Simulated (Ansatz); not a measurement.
# Work function of Rh(110): what the settings cost and change

How far do cutoff, k-mesh and smearing move the work function of Rh(110)?

Method: plane-wave DFT, PBE, Ansatz PAW, in Ansatz 0.2.0.

**Measured values to reproduce.**

For Rh (clean (110) face, a compiled value), “Anisotropic work function of elemental crystals” (2019, arxiv:1902.07811) quotes earlier work: work function (clean (110) face, a compiled value) 4.86 eV.

Report form: the programs' logs are mostly left out.

### Step 1. The starting structure

The cell holds 7 atoms: 7 Rh. Cell: a = 3.800 Å, b = 2.687 Å, c = 26.061 Å, α = 90.0°, β = 90.0°, γ = 90.0°. Vacuum lies along c.

As a file:

```cif
data_structure
_symmetry_space_group_name_H-M 'P 1'
_symmetry_Int_Tables_number 1
_cell_length_a 3.8000
_cell_length_b 2.6870
_cell_length_c 26.0610
_cell_angle_alpha 90.000
_cell_angle_beta 90.000
_cell_angle_gamma 90.000
_cell_volume 266.10
loop_
_atom_site_label
_atom_site_type_symbol
_atom_site_fract_x
_atom_site_fract_y
_atom_site_fract_z
_atom_site_occupancy
Rh1 Rh 0.00000 0.00000 0.34534 1
Rh2 Rh 0.50000 0.50000 0.39690 1
Rh3 Rh 0.00000 0.00000 0.44845 1
Rh4 Rh 0.50000 0.50000 0.50000 1
Rh5 Rh 0.00000 0.00000 0.55155 1
Rh6 Rh 0.50000 0.50000 0.60310 1
Rh7 Rh 0.00000 0.00000 0.65466 1
```

### Step 2. Slab, setting cutoff 200 eV

A work function rests on the faint tail of the density, so the SCF threshold is tight. The cutoff is raised first; then mesh and smearing are varied at the default cutoff.

input.yaml

```yaml
crystal:
  lattice:
    - [3.8, 0.0, 0.0]
    - [0.0, 2.6870057685, 0.0]
    - [0.0, 0.0, 26.0610173055]
  atoms:
    - { symbol: Rh, position: [0.0, 0.0, 0.3453433876] }
    - { symbol: Rh, position: [0.5, 0.5, 0.3968955917] }
    - { symbol: Rh, position: [0.0, 0.0, 0.4484477959] }
    - { symbol: Rh, position: [0.5, 0.5, 0.5] }
    - { symbol: Rh, position: [0.0, 0.0, 0.5515522041] }
    - { symbol: Rh, position: [0.5, 0.5, 0.6031044083] }
    - { symbol: Rh, position: [0.0, 0.0, 0.6546566124] }
kpoints:
  mp_grid: { grid: [11, 15, 1] }
hamiltonian:
  xc: pbe
scf:
  occupations: { method: fermi_dirac, width: 0.1 }
  convergence: { dr2_threshold: 1.0e-09 }
efield:
  axis: 3
  dipole_correction: true
  ramp_position: 0.97
  ramp_width: 0.06
basis:
  ecutwfc: "200 eV"
output:
  write_potential: true
  write_density: true
  volumetric_format: npy
  elf: true
```

Launch:

```
$ ansatz run input.yaml --threads 2 --pin off --max-ram 3072MiB --backend cpu --events-out ev --progress --plain --runs-dir out
```

It took 82 s on 2 threads of Arm Neoverse N1, shared host; peak memory 0.54 GiB; 2.1 min of CPU time.

Numbers from this step:

* energy at zero smearing: -44740.5632 eV
* work function, upper face: 5.329 eV

Running mean over 1.344 Å of the planar mean; the ramp of the sawtooth is left out. The electron's electrostatic potential energy less the Fermi level by z:

z (Å), electron's electrostatic potential energy less the Fermi level (eV) and a bar from the least value:
```
        4        5.2 ##############################
        5        5.1 ##############################
        6        5.0 ##############################
        7        4.6 #############################
        8        0.0 #####################
        9      -11.3 ###
       10      -12.8 
       11      -13.0 
       12      -13.0 
       13      -13.0 
       14      -13.0 
       15      -13.0 
       16      -12.8 
       17      -11.5 ##
       18       -0.8 ####################
       19        4.5 #############################
       20        5.0 ##############################
       21        5.1 ##############################
       22        5.2 ##############################
```

Valence density in the ca plane at fractional y = 0.000, with atoms of Rh within 0.2 Å of it. It is the smooth field of the valence electrons, not physical close to the nuclei.

Values in units of 1e0 e/Å³, 6 rows by 16 columns, each cell a mean:
```
0.0 0.1 3.6 5.0 0.5 5.7 2.8 1.0 6.7 1.2 2.6 6.0 0.3 0.0 0.0 0.0
0.0 0.0 0.3 0.6 0.3 0.6 0.4 0.3 0.7 0.3 0.4 0.6 0.1 0.0 0.0 0.0
0.0 0.0 0.1 0.2 0.3 0.2 0.2 0.3 0.2 0.3 0.2 0.1 0.0 0.0 0.0 0.0
0.0 0.0 0.1 0.2 0.3 0.2 0.2 0.3 0.2 0.3 0.2 0.1 0.0 0.0 0.0 0.0
0.0 0.0 0.9 1.4 0.3 1.5 0.8 0.4 1.8 0.5 0.8 1.5 0.1 0.0 0.0 0.0
0.0 0.1 5.0 7.0 0.6 7.9 3.8 1.4 9.3 1.6 3.6 8.3 0.4 0.0 0.0 0.0
```
Columns run along c (16.0 Å, from fractional 0.23 to 0.85 of the cell), rows up along a (3.8 Å). Atoms in or near the plane, at fractional coordinates: Rh at (0.35, 0.00), Rh at (0.45, 0.00), Rh at (0.55, 0.00), Rh at (0.65, 0.00).

ELF in the ca plane at fractional y = 0.000, with atoms of Rh within 0.2 Å of it. It is the smooth field of the valence electrons, not physical close to the nuclei.

Values, 6 rows by 16 columns, each cell a mean:
```
0.00 0.07 0.51 0.58 0.22 0.62 0.42 0.29 0.68 0.30 0.42 0.66 0.15 0.01 0.00 0.00
0.00 0.03 0.18 0.26 0.29 0.24 0.25 0.28 0.24 0.28 0.27 0.23 0.07 0.00 0.00 0.00
0.00 0.01 0.08 0.24 0.27 0.19 0.25 0.27 0.16 0.27 0.27 0.11 0.02 0.00 0.00 0.00
0.00 0.01 0.11 0.25 0.29 0.21 0.27 0.30 0.17 0.29 0.30 0.14 0.03 0.00 0.00 0.00
0.00 0.05 0.28 0.34 0.25 0.35 0.27 0.25 0.39 0.25 0.28 0.37 0.09 0.00 0.00 0.00
0.00 0.08 0.57 0.65 0.24 0.69 0.49 0.33 0.75 0.34 0.48 0.72 0.17 0.01 0.00 0.00
```
Columns run along c (16.0 Å, from fractional 0.23 to 0.85 of the cell), rows up along a (3.8 Å). Atoms in or near the plane, at fractional coordinates: Rh at (0.35, 0.00), Rh at (0.45, 0.00), Rh at (0.55, 0.00), Rh at (0.65, 0.00).

Electrostatic potential energy in the ca plane at fractional y = 0.000, with atoms of Rh within 0.2 Å of it. With pseudopotentials it is smooth inside the atoms' cores, unlike the true potential.

Ten even steps from '0' (-81 eV) to '9' (10 eV), each cell a mean:
```
99999851015997200379850016997200389999999999
99999985458998644699975458998644799999999999
99999998889999988999998889999988999999999999
99999999999999999999999999999999999999999999
99999999999999999999999999999999999999999999
99999999999999999999999999999999999999999999
99999999999999999999999999999999999999999999
99999987678999866899987678999866899999999999
99999962126998411489862137998411589999999999
99999840004897100279840005896100279999999999
```
Columns run along c (16.0 Å, from fractional 0.23 to 0.85 of the cell; values clipped at the 3rd and 97th percentile), rows up along a (3.8 Å). Atoms in or near the plane, at fractional coordinates: Rh at (0.35, 0.00), Rh at (0.45, 0.00), Rh at (0.55, 0.00), Rh at (0.65, 0.00).

The work function is 5.329 eV. The program marks this work function as in doubt.

### Step 3. Run

input.yaml, as its differences from that of step 2:

```diff
@@ -26,3 +26,3 @@
 basis:
-  ecutwfc: "200 eV"
+  ecutwfc: "300 eV"
 output:
@@ -31,2 +31 @@
   volumetric_format: npy
-  elf: true
```

It took 1.8 min on 2 threads; peak memory 0.78 GiB.

The work function is 4.685 eV, -0.644 eV from the run “cutoff 200 eV”, at 1.3 times its CPU time.

### Step 4. Slab

input.yaml, as its differences from that of step 3:

```diff
@@ -26,3 +26,3 @@
 basis:
-  ecutwfc: "300 eV"
+  ecutwfc: "420 eV"
 output:
```

Run time: 2.5 min. Hardware: 2 threads; peak memory 1.1 GiB; 4 min of CPU time.

The work function is 4.678 eV, -0.651 eV from the run “cutoff 200 eV”, at 1.9 times its CPU time.

### Step 5. Run

input.yaml, as its differences from that of step 4:

```diff
@@ -26,3 +26,3 @@
 basis:
-  ecutwfc: "420 eV"
+  ecutwfc: "600 eV"
 output:
```

Elapsed: 4.4 min, on 2 threads; peak memory 1.7 GiB.

The work function is 4.679 eV, +0.000 eV from the run “cutoff 420 eV”, at 1.7 times its CPU time.

### Step 6. Run

input.yaml, as its differences from that of step 5:

```diff
@@ -14,3 +14,3 @@
 kpoints:
-  mp_grid: { grid: [11, 15, 1] }
+  mp_grid: { grid: [2, 3, 1] }
 hamiltonian:
@@ -25,4 +25,2 @@
   ramp_width: 0.06
-basis:
-  ecutwfc: "600 eV"
 output:
```

Run time: 20 s. Hardware: 2 threads; peak memory 0.48 GiB; 18 s of CPU time.

The work function is 4.695 eV, +0.017 eV from the run “cutoff 420 eV”, at 0.077 times its CPU time.

### Step 7. Run

input.yaml, as its differences from that of step 6:

```diff
@@ -14,3 +14,3 @@
 kpoints:
-  mp_grid: { grid: [2, 3, 1] }
+  mp_grid: { grid: [4, 5, 1] }
 hamiltonian:
```

It took 42 s on 2 threads; peak memory 0.56 GiB; 46 s of CPU time.

The work function is 4.667 eV, -0.011 eV from the run “cutoff 420 eV”, at 0.19 times its CPU time.

### Step 8. Run

input.yaml, as its differences from that of step 7:

```diff
@@ -14,3 +14,3 @@
 kpoints:
-  mp_grid: { grid: [4, 5, 1] }
+  mp_grid: { grid: [7, 10, 1] }
 hamiltonian:
```

Run time: 1.7 min. Hardware: 2 threads; peak memory 0.77 GiB.

The work function is 4.683 eV, +0.005 eV from the run “cutoff 420 eV”, at 0.52 times its CPU time.

### Step 9. Run

input.yaml, as its differences from that of step 8:

```diff
@@ -14,3 +14,3 @@
 kpoints:
-  mp_grid: { grid: [7, 10, 1] }
+  mp_grid: { grid: [16, 22, 1] }
 hamiltonian:
```

It took 5.9 min on 2 threads; peak memory 2 GiB; 9 min of CPU time.

The work function is 4.679 eV, +0.000 eV from the run “cutoff 420 eV”, at 2.2 times its CPU time.

### Step 10. Slab

input.yaml, as its differences from that of step 9:

```diff
@@ -14,3 +14,3 @@
 kpoints:
-  mp_grid: { grid: [16, 22, 1] }
+  mp_grid: { grid: [11, 15, 1] }
 hamiltonian:
@@ -18,3 +18,3 @@
 scf:
-  occupations: { method: fermi_dirac, width: 0.1 }
+  occupations: { method: gaussian, width: 0.05 }
   convergence: { dr2_threshold: 1.0e-09 }
```

Wall time 2.7 min (2 threads); peak memory 1.1 GiB.

The work function is 4.704 eV, +0.025 eV from the run “cutoff 420 eV”, at 1.0 times its CPU time.

### Step 11. Run

input.yaml, as its differences from that of step 10:

```diff
@@ -18,3 +18,3 @@
 scf:
-  occupations: { method: gaussian, width: 0.05 }
+  occupations: { method: methfessel_paxton, width: 0.2 }
   convergence: { dr2_threshold: 1.0e-09 }
```

Wall time 2.8 min (2 threads); peak memory 1.1 GiB; 4.3 min of CPU time.

The work function is 4.697 eV, +0.018 eV from the run “cutoff 420 eV”, at 1.1 times its CPU time.

### Step 12. Slab

input.yaml, as its differences from that of step 11:

```diff
@@ -18,3 +18,3 @@
 scf:
-  occupations: { method: methfessel_paxton, width: 0.2 }
+  occupations: { method: fermi_dirac, width: 0.3 }
   convergence: { dr2_threshold: 1.0e-09 }
```

Run time: 2.9 min. Hardware: 2 threads; peak memory 1.2 GiB; 4.7 min of CPU time.

The work function is 4.645 eV, -0.034 eV from the run “cutoff 420 eV”, at 1.2 times its CPU time.

### Step 13. Slab

input.yaml, as its differences from that of step 12:

```diff
@@ -18,3 +18,3 @@
 scf:
-  occupations: { method: fermi_dirac, width: 0.3 }
+  occupations: { method: cold, width: 0.1 }
   convergence: { dr2_threshold: 1.0e-09 }
```

Run time: 2.4 min. Hardware: 2 threads; peak memory 1.1 GiB.

The work function is 4.704 eV, +0.026 eV from the run “cutoff 420 eV”, at 1.0 times its CPU time.

### Step 14. The series together

Times are for 2 threads of Arm Neoverse N1, shared host. Results by setting:

| no. | setting | work function, upper face (eV) | time | memory (GiB) |
| --- | --- | --- | --- | --- |
| 1 | cutoff 200 eV | 5.329 | 82 s | 0.54 |
| 2 | cutoff 300 eV | 4.685 | 1.8 min | 0.78 |
| 3 | cutoff 420 eV | 4.678 | 2.5 min | 1.1 |
| 4 | cutoff 600 eV | 4.679 | 4.4 min | 1.7 |
| 5 | mesh 2x3 | 4.695 | 20 s | 0.48 |
| 6 | mesh 4x5 | 4.667 | 42 s | 0.56 |
| 7 | mesh 7x10 | 4.683 | 1.7 min | 0.77 |
| 8 | mesh 16x22 | 4.679 | 5.9 min | 2 |
| 9 | Gaussian smearing 0.05 eV | 4.704 | 2.7 min | 1.1 |
| 10 | methfessel_paxton smearing 0.2 eV | 4.697 | 2.8 min | 1.1 |
| 11 | fermi_dirac smearing 0.3 eV | 4.645 | 2.9 min | 1.2 |
| 12 | cold smearing 0.1 eV | 4.704 | 2.4 min | 1.1 |

### Step 15. The same run with other settings

An input spoilt on purpose, to show how the run answers: it repeats the earlier run “cutoff 200 eV” with efield.axis from 3 to 2, and scf.max_iter set to 100; its output block differs too.

input.yaml, as its differences from that of step 13:

```diff
@@ -18,6 +18,7 @@
 scf:
-  occupations: { method: cold, width: 0.1 }
+  occupations: { method: fermi_dirac, width: 0.1 }
   convergence: { dr2_threshold: 1.0e-09 }
+  max_iter: 100
 efield:
-  axis: 3
+  axis: 2
   dipole_correction: true
@@ -25,2 +26,4 @@
   ramp_width: 0.06
+basis:
+  ecutwfc: "200 eV"
 output:
```

Wall time 0.79 s (2 threads); peak memory 0.29 GiB.

The program refused the input before any cycle.

The program's message: “Error: efield: ion 0 (Rh) at fractional coordinate 0.0000 along the field axis lies inside the sawtooth ramp with 2 of the planes that the density is read on at each end, [0.8367, 0.1633] — the ramp m …”

The fault put into the input: the field along an axis without vacuum.

### Step 16. Summary of results

```
work function, cutoff 200 eV               : 5.329 eV
work function, cutoff 420 eV               : 4.678 eV
work function, cutoff 600 eV               : 4.679 eV
work function, fermi_dirac smearing 0.3 eV : 4.645 eV
```

In words: The run at the highest cutoff gives 4.68 eV, and the settings tried spread the value from 4.64 to 5.33 eV. Against 600 eV, a cutoff of 200 eV is off by +0.650 eV. Against 600 eV, a cutoff of 420 eV is off by -0.000 eV. Against the finest mesh, 16 points along a, the coarser ones are off by +0.02 (2), -0.01 (4) and +0.00 (7) eV. The smearing schemes and widths spread it over 0.06 eV. The program marks the value as in doubt in “cutoff 200 eV”. The ladder's slabs use the tabulated experimental lattice constant (two decimals; a low-temperature value for the alkali metals). In 1 run of the series (cutoff 200 eV) the program warns that electrons reach the sawtooth's ramp, which makes dipole and work function less sure.

Comparison with the measured values:

| quantity | measured | cutoff 600 eV |
| --- | --- | --- |
| work function (clean (110) face, a compiled value) (eV) | 4.86 | 4.68 (-0.18 eV) |

Measured values from arxiv:1902.07811 (2019).

Verdict: The work function is off by -0.18 eV: fair agreement. The grades are ours: good and fair within 3 and 7 % for the work function. No cell relaxation is part of this session.

[Logs are printed without paths, hosts, clocks, repeated set-up lines and the standing remarks that a program may print on its own settings, such as how far it seeks lower states.]

[Hosts, paths, dates, database ids (printed as entryN), source tags and the programs' standing remarks are cut or masked in the printed files.]

[Maps of the electrostatic potential energy from Ansatz leave out the sawtooth potential of an applied field or a dipole correction, so their vacuum need not be flat; planar profiles and work functions include it.]
